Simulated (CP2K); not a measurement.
Two runs for the O K edge of protonated formaldehyde. Run A: CP2K XAS_TDP, all-electron GAPW, PBEh(45%), aug-cc-pVTZ, TDA, no relativity. Run B differs in one setting.

First lines with a strength over 0.0015. A:

```csv
atom,energy (eV),states,"strength, one atom"
O2 (bonded to C and H),528.17,1,0.0364
,533.45,1,0.0236
,536.67,1,0.0240
,537.16,1,0.0044
,538.26,1,0.0039
```

B:

```csv
atom,energy (eV),states,"strength, one atom"
O2 (bonded to C and H),520.22,1,0.0314
,525.33,1,0.0164
,527.80,1,0.0030
,528.33,1,0.0073
,529.28,1,0.0026
```

Question: Which was it: GW2X switched on, the functional, scalar relativity switched on, the basis?

The functional (functional from PBEh(45%) to PBE0; the lines alone don't name the new value). A functional moves all lines by electronvolts and changes their spacings and strengths. Against PBEh(45%) in aug-cc-pVTZ, the leading line moves by -7.95 eV, to 520.22 eV; the strength of O2's goes from 0.0364 to 0.0314. The next line of O2 over the strength cut lies 5.11 eV higher, against 5.28.

[Banner, clock and machine lines of the logs are left out without a mark of their own.]

[Logs are printed without paths, hosts, clocks, repeated set-up lines and the standing remarks that a program may print on its own settings, such as how far it seeks lower states.]

[Hosts, paths, dates, database ids (printed as entryN), source tags and the programs' standing remarks are cut or masked in the printed files.]
